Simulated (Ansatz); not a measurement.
# Dielectric response of NaCl (110) films, part 3 of 5

How well do thin rocksalt NaCl (110) films screen a perpendicular field?

Ansatz 0.2.0; plane-wave DFT, PBE, Ansatz PAW (the session's first sound run).

So far, local ε in the middle: step 6 (response with the atoms held, 10 atoms, units 5) 2.49; step 9 (ions relaxed) 5.36.

### 10. Relaxation, 16 atoms, units 8

This step: plane-wave DFT, PBE, Ansatz PAW (Ansatz 0.2.0).

System of this step: NaCl (110), 8 units. The cell holds 16 atoms: 8 Na and 8 Cl. Cell: a = 3.988 Å, b = 5.640 Å, c = 31.958 Å, α = 90.0°, β = 90.0°, γ = 90.0°. It derives from NaCl (rocksalt NaCl). Vacuum lies along c.

The next thickness, treated alike, so that differences show the interior and the faces cancel.

Contents of input.yaml:

```yaml
crystal:
  lattice:
    - [3.98808225, 0.0, 0.0]
    - [0.0, 5.64, 0.0]
    - [0.0, 0.0, 31.9582878606]
  atoms:
    - { symbol: Na, position: [0.5, 0.5, 0.2816170891] }
    - { symbol: Cl, position: [0.5, 0.0, 0.2816170891] }
    - { symbol: Na, position: [0.0, 0.0, 0.3440122065] }
    - { symbol: Cl, position: [0.0, 0.5, 0.3440122065] }
    - { symbol: Na, position: [0.5, 0.5, 0.4064073239] }
    - { symbol: Cl, position: [0.5, 0.0, 0.4064073239] }
    - { symbol: Na, position: [0.0, 0.0, 0.4688024413] }
    - { symbol: Cl, position: [0.0, 0.5, 0.4688024413] }
    - { symbol: Na, position: [0.5, 0.5, 0.5311975587] }
    - { symbol: Cl, position: [0.5, 0.0, 0.5311975587] }
    - { symbol: Na, position: [0.0, 0.0, 0.5935926761] }
    - { symbol: Cl, position: [0.0, 0.5, 0.5935926761] }
    - { symbol: Na, position: [0.5, 0.5, 0.6559877935] }
    - { symbol: Cl, position: [0.5, 0.0, 0.6559877935] }
    - { symbol: Na, position: [0.0, 0.0, 0.7183829109] }
    - { symbol: Cl, position: [0.0, 0.5, 0.7183829109] }
kpoints:
  mp_grid: { grid: [8, 6, 1] }
hamiltonian:
  xc: pbe
scf:
  occupations: { method: fixed }
  convergence: { dr2_threshold: 1.0e-09 }
efield:
  axis: 3
  dipole_correction: true
  ramp_position: 0.97
  ramp_width: 0.06
relax:
  f_tol: 0.003
  max_steps: 100
output:
  write_potential: true
  write_density: true
  volumetric_format: npy
```

On the command line:

```sh
$ ansatz run input.yaml --threads 4 --pin off --max-ram 8192MiB --backend cpu --events-out ev --progress --plain --runs-dir out
```

Numbers of over 12 decimals in the logs are rounded to 6 here.

The program printed:

```text
[...]
Crystal: 16 atoms, lattice volume = 718.831 Å³
Basis set: ecut = 420 eV, 14097 PW (Γ), exchange–correlation on 54×80×432 points (8 copies of the dense FFT grid, shifted against one another)
Bands: 80, of which v1, the nominal top of the filled ones, is band 64 counted from 1 (63 counted from 0)
Symmetry: 4 space group operations
k-points: 20 of 48
[...]
- { symbol: Na, position: [0.5, 0.500000, 0.532670] }
    - { symbol: Cl, position: [0.5, 0, 0.531243] }
    - { symbol: Na, position: [0, 0, 0.593691] }
    - { symbol: Cl, position: [0, 0.500000, 0.595714] }
    - { symbol: Na, position: [0.5, 0.500000, 0.661991] }
    - { symbol: Cl, position: [0.5, 0, 0.658167] }
    - { symbol: Na, position: [0, 0, 0.715814] }
    - { symbol: Cl, position: [0, 0.500000, 0.722358] }
[key lines of the parts left out:]
SCF converged after 5 iterations
Free energy (F): -20555.531000 eV
Fermi energy:    -2.313768 eV
Dipole field:    D = -0.000000 V/Å  (p = -0.000001 e·Å, saw-weighted, corrected)
Work function:   Φ+ = 6.2653 eV   Φ− = 6.2653 eV
```

Wall time 91 s (4 threads of Intel Xeon Platinum 8259CL at 2.50GHz (Skylake/Cascade Lake), shared host); peak memory 1.8 GiB; 5.9 min of CPU time.

The steps of the relaxation:

```csv
step,energy less that of the first step (eV),largest force component (eV/Å)
1,0.0000,0.3145
2,-0.0681,0.1224
3,-0.0813,0.0300
4,-0.0821,0.0035
5,-0.0821,0.0015
```

The run keeps the 4 symmetry operations that it works with, so distortions that break them were not tested.

The atoms that moved most (Å):

```csv
atom,dx,dy,dz,length
Na3,0.000,0.000,-0.192,0.192
Na13,0.000,0.000,0.192,0.192
Cl16,0.000,0.000,0.127,0.127
Cl2,0.000,0.000,-0.127,0.127
Na15,0.000,0.000,-0.082,0.082
Na1,0.000,0.000,0.082,0.082
Cl14,0.000,0.000,0.070,0.070
Cl4,0.000,0.000,-0.070,0.070
```

Final coordinates:

```cif
data_structure
_symmetry_space_group_name_H-M 'P 1'
_symmetry_Int_Tables_number 1
_cell_length_a 3.9881
_cell_length_b 5.6400
_cell_length_c 31.9583
_cell_angle_alpha 90.000
_cell_angle_beta 90.000
_cell_angle_gamma 90.000
_cell_volume 718.83
loop_
_atom_site_label
_atom_site_type_symbol
_atom_site_fract_x
_atom_site_fract_y
_atom_site_fract_z
_atom_site_occupancy
Na1 Na 0.50000 0.50000 0.28419 1
Cl2 Cl 0.50000 0.00000 0.27764 1
Na3 Na 0.00000 0.00000 0.33801 1
Cl4 Cl 0.00000 0.50000 0.34183 1
Na5 Na 0.50000 0.50000 0.40631 1
Cl6 Cl 0.50000 0.00000 0.40429 1
Na7 Na 0.00000 0.00000 0.46733 1
Cl8 Cl 0.00000 0.50000 0.46876 1
Na9 Na 0.50000 0.50000 0.53267 1
Cl10 Cl 0.50000 0.00000 0.53124 1
Na11 Na 0.00000 0.00000 0.59369 1
Cl12 Cl 0.00000 0.50000 0.59571 1
Na13 Na 0.50000 0.50000 0.66199 1
Cl14 Cl 0.50000 0.00000 0.65817 1
Na15 Na 0.00000 0.00000 0.71581 1
Cl16 Cl 0.00000 0.50000 0.72236 1
```

The relaxation took 5 steps and lowered the energy by 0.082 eV; the largest force on the free atoms ends at 0.0015 eV/Å.

The gap is 4.32 eV, with the valence edge 6.27 eV and the conduction edge 1.94 eV under the upper vacuum level.

### 11. Single point on the relaxed film, 16 atoms, units 8

The next thickness, treated alike, so that differences show the interior and the faces cancel.

Contents of input.yaml:

```yaml
crystal:
  lattice:
    - [3.98808225, 0.0, 0.0]
    - [0.0, 5.64, 0.0]
    - [0.0, 0.0, 31.9582878606]
  atoms:
    - { symbol: Na, position: [0.5, 0.5, 0.2841855641] }
    - { symbol: Cl, position: [0.5, 0.0, 0.2776421349] }
    - { symbol: Na, position: [0.0, 0.0, 0.3380088948] }
    - { symbol: Cl, position: [0.0, 0.5, 0.3418331711] }
    - { symbol: Na, position: [0.5, 0.5, 0.4063086713] }
    - { symbol: Cl, position: [0.5, 0.0, 0.4042858304] }
    - { symbol: Na, position: [0.0, 0.0, 0.4673297418] }
    - { symbol: Cl, position: [0.0, 0.5, 0.4687570124] }
    - { symbol: Na, position: [0.5, 0.5, 0.5326702529] }
    - { symbol: Cl, position: [0.5, 0.0, 0.5312429901] }
    - { symbol: Na, position: [0.0, 0.0, 0.5936913204] }
    - { symbol: Cl, position: [0.0, 0.5, 0.595714179] }
    - { symbol: Na, position: [0.5, 0.5, 0.6619910998] }
    - { symbol: Cl, position: [0.5, 0.0, 0.658166836] }
    - { symbol: Na, position: [0.0, 0.0, 0.715814435] }
    - { symbol: Cl, position: [0.0, 0.5, 0.7223578659] }
kpoints:
  mp_grid: { grid: [8, 6, 1] }
hamiltonian:
  xc: pbe
scf:
  occupations: { method: fixed }
  convergence: { dr2_threshold: 1.0e-09 }
efield:
  axis: 3
  dipole_correction: true
  ramp_position: 0.97
  ramp_width: 0.06
output:
  eigenvalues: true
  write_potential: true
  write_density: true
  volumetric_format: npy
  elf: true
```

The program printed:

```text
[...]
Crystal: 16 atoms, lattice volume = 718.831 Å³
Basis set: ecut = 420 eV, 14097 PW (Γ)
Bands: 80, of which v1, the nominal top of the filled ones, is band 64 counted from 1 (63 counted from 0)
Symmetry: 4 space group operations
k-points: 20 of 48
[...]
k-point 1: bands = [... 60 lower, -2.7830, -2.7755, -2.3202, -2.3201, 2.2659, 2.3469, 3.0107, 3.6839, ... 12 higher]
  k-point 2: bands = [... 60 lower, -2.7718, -2.7683, -2.3329, -2.3328, 2.8428, 2.8675, 3.5497, 3.9663, ... 12 higher]
  k-point 19: bands = [... 60 lower, -3.0257, -3.0256, -2.7173, -2.7173, 4.1590, 4.1591, 4.7403, 4.7404, ... 12 higher]
[key lines of the parts left out:]
SCF converged after 7 iterations
Free energy (F): -20555.532381 eV
Fermi energy:    -2.313593 eV
Dipole field:    D = -0.000002 V/Å  (p = -0.000010 e·Å, saw-weighted, corrected)
Work function:   Φ+ = 6.2652 eV   Φ− = 6.2652 eV
```

It took 30 s on 4 threads; peak memory 2.1 GiB; 2 min of CPU time.

The gap is 4.32 eV, with the valence edge 6.27 eV and the conduction edge 1.94 eV under the upper vacuum level.

### 12. Single point, 16 atoms, units 8, field 0.05 V/Å

Edit input.yaml of step 11 so:

```diff
@@ -28,3 +28,3 @@
   occupations: { method: fixed }
-  convergence: { dr2_threshold: 1.0e-09 }
+  convergence: { dr2_threshold: 1.0e-10 }
 efield:
@@ -34,4 +34,4 @@
   ramp_width: 0.06
+  amplitude: 0.05
 output:
-  eigenvalues: true
   write_potential: true
@@ -39,2 +39 @@
   volumetric_format: npy
-  elf: true
```

The program printed:

```text
[...]
Crystal: 16 atoms, lattice volume = 718.831 Å³
Basis set: ecut = 420 eV, 14097 PW (Γ)
Bands: 80, of which v1, the nominal top of the filled ones, is band 64 counted from 1 (63 counted from 0)
Symmetry: 4 space group operations
k-points: 20 of 48
[...]
k-point 0: bands = [... 60 lower, -2.7737, -2.6801, -2.4555, -2.1719, 1.9146, 2.2177, 2.8247, 3.5563, ... 12 higher]
  k-point 1: bands = [... 60 lower, -2.8163, -2.6574, -2.4622, -2.1782, 2.1481, 2.4549, 3.0071, 3.6574, ... 12 higher]
  k-point 2: bands = [... 60 lower, -2.8845, -2.6363, -2.4754, -2.1905, 2.6828, 3.0215, 3.5403, 3.9572, ... 12 higher]
  k-point 19: bands = [... 60 lower, -2.9100, -2.9025, -2.8501, -2.5821, 4.0287, 4.2790, 4.7173, 4.7582, ... 12 higher]
[key lines of the parts left out:]
SCF converged after 10 iterations
Free energy (F): -20555.533955 eV
Fermi energy:    -2.171941 eV
Dipole field:    D = 0.015852 V/Å  (p = 0.062972 e·Å, saw-weighted, corrected)
```

Elapsed: 32 s, on 4 threads; peak memory 2.1 GiB; 2.1 min of CPU time.

The dipole is 0.0630 e·Å, and the gap on the mesh 4.087 eV.

### 13. Single point, 16 atoms, units 8, field -0.05 V/Å

Edit input.yaml of step 12 so:

```diff
@@ -34,3 +34,3 @@
   ramp_width: 0.06
-  amplitude: 0.05
+  amplitude: -0.05
 output:
```

The program printed:

```text
[...]
Crystal: 16 atoms, lattice volume = 718.831 Å³
Basis set: ecut = 420 eV, 14097 PW (Γ)
Bands: 80, of which v1, the nominal top of the filled ones, is band 64 counted from 1 (63 counted from 0)
Symmetry: 4 space group operations
k-points: 20 of 48
[...]
k-point 0: bands = [... 60 lower, -2.7738, -2.6802, -2.4554, -2.1720, 1.9145, 2.2177, 2.8247, 3.5564, ... 12 higher]
  k-point 1: bands = [... 60 lower, -2.8164, -2.6575, -2.4621, -2.1783, 2.1480, 2.4549, 3.0071, 3.6574, ... 12 higher]
  k-point 2: bands = [... 60 lower, -2.8845, -2.6364, -2.4753, -2.1906, 2.6827, 3.0216, 3.5403, 3.9572, ... 12 higher]
  k-point 19: bands = [... 60 lower, -2.9100, -2.9026, -2.8500, -2.5822, 4.0287, 4.2790, 4.7173, 4.7582, ... 12 higher]
[key lines of the parts left out:]
SCF converged after 10 iterations
Free energy (F): -20555.533956 eV
Fermi energy:    -2.172043 eV
Dipole field:    D = -0.015856 V/Å  (p = -0.062986 e·Å, saw-weighted, corrected)
```

It took 32 s on 4 threads; peak memory 2.1 GiB.

The dipole is -0.0630 e·Å, and the gap on the mesh 4.087 eV.

### 14. Response with the atoms held, 16 atoms, units 8

This step: plane-wave DFT, PBE, Ansatz PAW; response to a field along the normal, atoms held (Ansatz 0.2.0).

Local field over the applied field, running mean. From the potentials at -0.05 and 0.05 V/Å; running mean over 1.994 Å, taken twice. Local field over applied field against z:

```csv
z (Å),local field over applied field
4,1.000
5,0.995
6,0.966
7,0.843
8,0.613
9,0.423
10,0.377
11,0.397
12,0.404
13,0.401
14,0.401
15,0.401
16,0.400
17,0.401
18,0.401
19,0.401
20,0.404
21,0.396
22,0.377
23,0.428
24,0.623
25,0.851
26,0.968
27,0.996
```

The induced dipole is that of a conductor 10.13 Å thick.

### 15. Relaxation, 24 atoms, units 12

This step: plane-wave DFT, PBE, Ansatz PAW (Ansatz 0.2.0).

System of this step: NaCl (110), 12 units. The cell holds 24 atoms: 12 Na and 12 Cl. Its edges and angles: a = 3.988 Å, b = 5.640 Å, c = 39.934 Å, α = 90.0°, β = 90.0°, γ = 90.0°. It derives from NaCl (rocksalt NaCl). Vacuum lies along c.

The next thickness, treated alike, so that differences show the interior and the faces cancel.

Contents of input.yaml:

```yaml
crystal:
  lattice:
    - [3.98808225, 0.0, 0.0]
    - [0.0, 5.64, 0.0]
    - [0.0, 0.0, 39.9344523524]
  atoms:
    - { symbol: Na, position: [0.5, 0.5, 0.2253693107] }
    - { symbol: Cl, position: [0.5, 0.0, 0.2253693107] }
    - { symbol: Na, position: [0.0, 0.0, 0.2753021633] }
    - { symbol: Cl, position: [0.0, 0.5, 0.2753021633] }
    - { symbol: Na, position: [0.5, 0.5, 0.3252350159] }
    - { symbol: Cl, position: [0.5, 0.0, 0.3252350159] }
    - { symbol: Na, position: [0.0, 0.0, 0.3751678685] }
    - { symbol: Cl, position: [0.0, 0.5, 0.3751678685] }
    - { symbol: Na, position: [0.5, 0.5, 0.4251007211] }
    - { symbol: Cl, position: [0.5, 0.0, 0.4251007211] }
    - { symbol: Na, position: [0.0, 0.0, 0.4750335737] }
    - { symbol: Cl, position: [0.0, 0.5, 0.4750335737] }
    - { symbol: Na, position: [0.5, 0.5, 0.5249664263] }
    - { symbol: Cl, position: [0.5, 0.0, 0.5249664263] }
    - { symbol: Na, position: [0.0, 0.0, 0.5748992789] }
    - { symbol: Cl, position: [0.0, 0.5, 0.5748992789] }
    - { symbol: Na, position: [0.5, 0.5, 0.6248321315] }
    - { symbol: Cl, position: [0.5, 0.0, 0.6248321315] }
    - { symbol: Na, position: [0.0, 0.0, 0.6747649841] }
    - { symbol: Cl, position: [0.0, 0.5, 0.6747649841] }
    - { symbol: Na, position: [0.5, 0.5, 0.7246978367] }
    - { symbol: Cl, position: [0.5, 0.0, 0.7246978367] }
    - { symbol: Na, position: [0.0, 0.0, 0.7746306893] }
    - { symbol: Cl, position: [0.0, 0.5, 0.7746306893] }
kpoints:
  mp_grid: { grid: [8, 6, 1] }
hamiltonian:
  xc: pbe
scf:
  occupations: { method: fixed }
  convergence: { dr2_threshold: 1.0e-09 }
efield:
  axis: 3
  dipole_correction: true
  ramp_position: 0.97
  ramp_width: 0.06
relax:
  f_tol: 0.003
  max_steps: 100
output:
  write_potential: true
  write_density: true
  volumetric_format: npy
```

The program printed:

```text
[...]
Crystal: 24 atoms, lattice volume = 898.237 Å³
Basis set: ecut = 420 eV, 17619 PW (Γ), exchange–correlation on 54×80×540 points (8 copies of the dense FFT grid, shifted against one another)
Bands: 120, of which v1, the nominal top of the filled ones, is band 96 counted from 1 (95 counted from 0)
Symmetry: 4 space group operations
k-points: 20 of 48
[...]
- { symbol: Na, position: [0.5, 0.5, 0.627471] }
    - { symbol: Cl, position: [0.5, 0.0, 0.626680] }
    - { symbol: Na, position: [0.0, 0.0, 0.676635] }
    - { symbol: Cl, position: [0.0, 0.5, 0.678074] }
    - { symbol: Na, position: [0.5, 0.5, 0.731134] }
    - { symbol: Cl, position: [0.5, 0.0, 0.728170] }
    - { symbol: Na, position: [0.0, 0.0, 0.774298] }
    - { symbol: Cl, position: [0.0, 0.5, 0.779467] }
[key lines of the parts left out:]
SCF converged after 6 iterations
Free energy (F): -30833.745145 eV
Fermi energy:    -1.523975 eV
Dipole field:    D = 0.000000 V/Å  (p = 0.000000 e·Å, saw-weighted, corrected)
Work function:   Φ+ = 6.2602 eV   Φ− = 6.2602 eV
```

The job ended after 3 min (4 threads; peak memory 2.8 GiB; 12 min of CPU time).

Relaxation path:

```csv
step,energy less that of the first step (eV),largest force component (eV/Å)
1,0.0000,0.3145
2,-0.0725,0.1256
3,-0.0878,0.0251
4,-0.0885,0.0044
5,-0.0885,0.0015
```

Forces are held to the 4 operations that the run works with; a distortion that breaks them can't arise in this run.

The atoms that moved most (Å):

```csv
atom,dx,dy,dz,length
Na21,0.000,0.000,0.257,0.257
Na3,0.000,0.000,-0.257,0.257
Cl24,0.000,0.000,0.193,0.193
Cl2,0.000,0.000,-0.193,0.193
Cl22,0.000,0.000,0.139,0.139
Cl4,0.000,0.000,-0.139,0.139
Cl20,0.000,0.000,0.132,0.132
Cl6,0.000,0.000,-0.132,0.132
```

Running mean over 1.994 Å of the planar mean; the ramp of the sawtooth is left out. Electron's electrostatic potential energy less the highest filled level against z:

```csv
z (Å),electron's electrostatic potential energy less the highest filled level (eV)
4,6.26
6,6.24
8,2.84
10,0.0354
12,0.849
14,0.529
16,0.652
18,0.603
20,0.630
22,0.604
24,0.654
26,0.531
28,0.866
30,0.0172
32,3.14
34,6.25
36,6.26
```

The relaxation took 5 steps and lowered the energy by 0.088 eV; the largest force on the free atoms ends at 0.0015 eV/Å.

The gap is 4.35 eV, with the valence edge 6.26 eV and the conduction edge 1.91 eV under the upper vacuum level.

### 16. Side by side

Times are for 4 threads of Intel Xeon Platinum 8259CL at 2.50GHz (Skylake/Cascade Lake), shared host. The series side by side:

```csv
no.,units,gap by band count (eV),"ionisation energy, upper face (eV)","electron affinity, upper face (eV)",time,memory (GiB)
1,5,4.249,6.219,1.970,46 s,1.2
2,8,4.325,6.265,1.940,91 s,1.8
3,12,4.350,6.260,1.910,3 min,2.8
```

The runs together. Table of valence density, planar mean by z:

```csv
z (Å),5 (e/Å³),8 (e/Å³),12 (e/Å³)
5.5,3.9e-5,4.6e-5,5.8e-5
6.0,1.7e-4,2.0e-4,2.4e-4
6.5,7.1e-4,8.3e-4,0.00100
7.0,0.00311,0.00373,0.00455
7.5,0.0138,0.0169,0.0207
8.0,0.0656,0.0791,0.0952
8.5,0.233,0.263,0.308
9.0,0.669,0.675,0.691
9.5,0.379,0.336,0.267
10.0,0.127,0.134,0.147
10.5,0.407,0.488,0.561
11.0,0.672,0.612,0.550
11.5,0.225,0.198,0.173
12.0,0.112,0.118,0.125
12.5,0.304,0.322,0.388
13.0,0.717,0.707,0.688
13.5,0.283,0.272,0.220
14.0,0.110,0.114,0.120
14.5,0.239,0.353,0.416
15.0,0.692,0.693,0.664
15.5,0.380,0.259,0.219
16.0,0.125,0.118,0.121
16.5,0.409,0.287,0.359
17.0,0.655,0.706,0.695
17.5,0.222,0.304,0.239
18.0,0.0609,0.113,0.115
18.5,0.0130,0.305,0.342
19.0,0.00289,0.696,0.691
19.5,6.7e-4,0.287,0.255
20.0,1.6e-4,0.119,0.119
20.5,3.5e-5,0.218,0.309
21.0,9.6e-6,0.636,0.692
21.5,-5.0e-6,0.439,0.282
22.0,1.3e-6,0.130,0.116
22.5,7.6e-6,0.380,0.292
23.0,-2.2e-6,0.665,0.702
23.5,-3.0e-6,0.237,0.293
24.0,9.3e-7,0.0691,0.116
24.5,-1.6e-6,0.0150,0.256
25.0,2.6e-6,0.00329,0.693
25.5,3.2e-6,7.6e-4,0.345
```

### 17. Single point on the relaxed film, 24 atoms, units 12

The next thickness, treated alike, so that differences show the interior and the faces cancel.

Contents of input.yaml:

```yaml
crystal:
  lattice:
    - [3.98808225, 0.0, 0.0]
    - [0.0, 5.64, 0.0]
    - [0.0, 0.0, 39.9344523524]
  atoms:
    - { symbol: Na, position: [0.5, 0.5, 0.2257018162] }
    - { symbol: Cl, position: [0.5, 0.0, 0.2205334326] }
    - { symbol: Na, position: [0.0, 0.0, 0.2688662135] }
    - { symbol: Cl, position: [0.0, 0.5, 0.271829958] }
    - { symbol: Na, position: [0.5, 0.5, 0.3233649126] }
    - { symbol: Cl, position: [0.5, 0.0, 0.3219261055] }
    - { symbol: Na, position: [0.0, 0.0, 0.3725286917] }
    - { symbol: Cl, position: [0.0, 0.5, 0.3733198047] }
    - { symbol: Na, position: [0.5, 0.5, 0.4241170361] }
    - { symbol: Cl, position: [0.5, 0.0, 0.4236762076] }
    - { symbol: Na, position: [0.0, 0.0, 0.4744325113] }
    - { symbol: Cl, position: [0.0, 0.5, 0.4747326276] }
    - { symbol: Na, position: [0.5, 0.5, 0.5255674799] }
    - { symbol: Cl, position: [0.5, 0.0, 0.5252673727] }
    - { symbol: Na, position: [0.0, 0.0, 0.5758829573] }
    - { symbol: Cl, position: [0.0, 0.5, 0.5763237935] }
    - { symbol: Na, position: [0.5, 0.5, 0.6274713062] }
    - { symbol: Cl, position: [0.5, 0.0, 0.6266801959] }
    - { symbol: Na, position: [0.0, 0.0, 0.6766350886] }
    - { symbol: Cl, position: [0.0, 0.5, 0.6780738964] }
    - { symbol: Na, position: [0.5, 0.5, 0.7311337901] }
    - { symbol: Cl, position: [0.5, 0.0, 0.7281700446] }
    - { symbol: Na, position: [0.0, 0.0, 0.7742981862] }
    - { symbol: Cl, position: [0.0, 0.5, 0.7794665713] }
kpoints:
  mp_grid: { grid: [8, 6, 1] }
hamiltonian:
  xc: pbe
scf:
  occupations: { method: fixed }
  convergence: { dr2_threshold: 1.0e-09 }
efield:
  axis: 3
  dipole_correction: true
  ramp_position: 0.97
  ramp_width: 0.06
output:
  eigenvalues: true
  dos: { projected: true, e_range: [-7, 7] }
  write_potential: true
  write_density: true
  volumetric_format: npy
checkpoint:
  write: end12.run
  compress: false
  write_wavefunctions: false
```

The program printed:

```text
[...]
Crystal: 24 atoms, lattice volume = 898.237 Å³
Basis set: ecut = 420 eV, 17619 PW (Γ)
Bands: 120, of which v1, the nominal top of the filled ones, is band 96 counted from 1 (95 counted from 0)
Symmetry: 4 space group operations
k-points: 20 of 48
[...]
k-point 1: bands = [... 92 lower, -1.9903, -1.9891, -1.5304, -1.5303, 3.0775, 3.0990, 3.5332, 3.9482, ... 20 higher]
  k-point 2: bands = [... 92 lower, -1.9807, -1.9804, -1.5431, -1.5430, 3.6403, 3.6442, 4.1924, 4.4565, ... 20 higher]
  k-point 19: bands = [... 92 lower, -2.2391, -2.2390, -1.9275, -1.9273, 4.9480, 4.9480, 5.3303, 5.3303, ... 20 higher]
[key lines of the parts left out:]
SCF converged after 7 iterations
Free energy (F): -30833.747239 eV
Fermi energy:    -1.523788 eV
Dipole field:    D = 0.000000 V/Å  (p = 0.000002 e·Å, saw-weighted, corrected)
Work function:   Φ+ = 6.2601 eV   Φ− = 6.2601 eV
```

The job ended after 67 s (4 threads; peak memory 3.5 GiB; 4.4 min of CPU time).

Running mean over 1.994 Å of the planar mean; the ramp of the sawtooth is left out. Electron's electrostatic potential energy less the highest filled level against z:

```csv
z (Å),electron's electrostatic potential energy less the highest filled level (eV)
4,6.26
6,6.24
8,2.84
10,0.0352
12,0.849
14,0.529
16,0.652
18,0.602
20,0.630
22,0.604
24,0.654
26,0.531
28,0.865
30,0.0170
32,3.14
34,6.25
36,6.26
```

The gap is 4.35 eV, with the valence edge 6.26 eV and the conduction edge 1.91 eV under the upper vacuum level.

[end of part 3 of 5]

[Logs are printed without paths, hosts, clocks, repeated set-up lines and the standing remarks that a program may print on its own settings, such as how far it seeks lower states.]

[Hosts, paths, dates, database ids (printed as entryN), source tags and the programs' standing remarks are cut or masked in the printed files.]

[Maps of the electrostatic potential energy from Ansatz leave out the sawtooth potential of an applied field or a dipole correction, so their vacuum need not be flat; planar profiles and work functions include it.]
